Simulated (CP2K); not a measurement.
Two runs for the B K edge of boryloxirane. Run A: CP2K XAS_TDP, all-electron GAPW, PBEh(45%), aug-cc-pVDZ, TDA, no relativity. Run B differs in one setting.

First lines with a strength over 0.0015. A:

```csv
atom,energy (eV),states,"strength, one atom"
B1 (bonded to C and 2 H),183.83,1,0.0763
,189.41,1,0.0062
,189.78,1,0.0115
,190.03,1,0.0034
,190.20,1,0.0052
```

B:

```csv
atom,energy (eV),states,"strength, one atom"
B1 (bonded to C and 2 H),191.33,1,0.0733
,196.92,1,0.0059
,197.28,1,0.0111
,197.54,1,0.0033
,197.71,1,0.0050
```

Question: Which was it: the basis, scalar relativity switched on, the functional, GW2X switched on?

GW2X switched on. GW2X shifts an atom's lines together and keeps their spacings. Against PBEh(45%) in aug-cc-pVDZ, the leading line moves by +7.50 eV, to 191.33 eV.

[Banner, clock and machine lines of the logs are left out without a mark of their own.]

[Logs are printed without paths, hosts, clocks, repeated set-up lines and the standing remarks that a program may print on its own settings, such as how far it seeks lower states.]

[Hosts, paths, dates, database ids (printed as entryN), source tags and the programs' standing remarks are cut or masked in the printed files.]
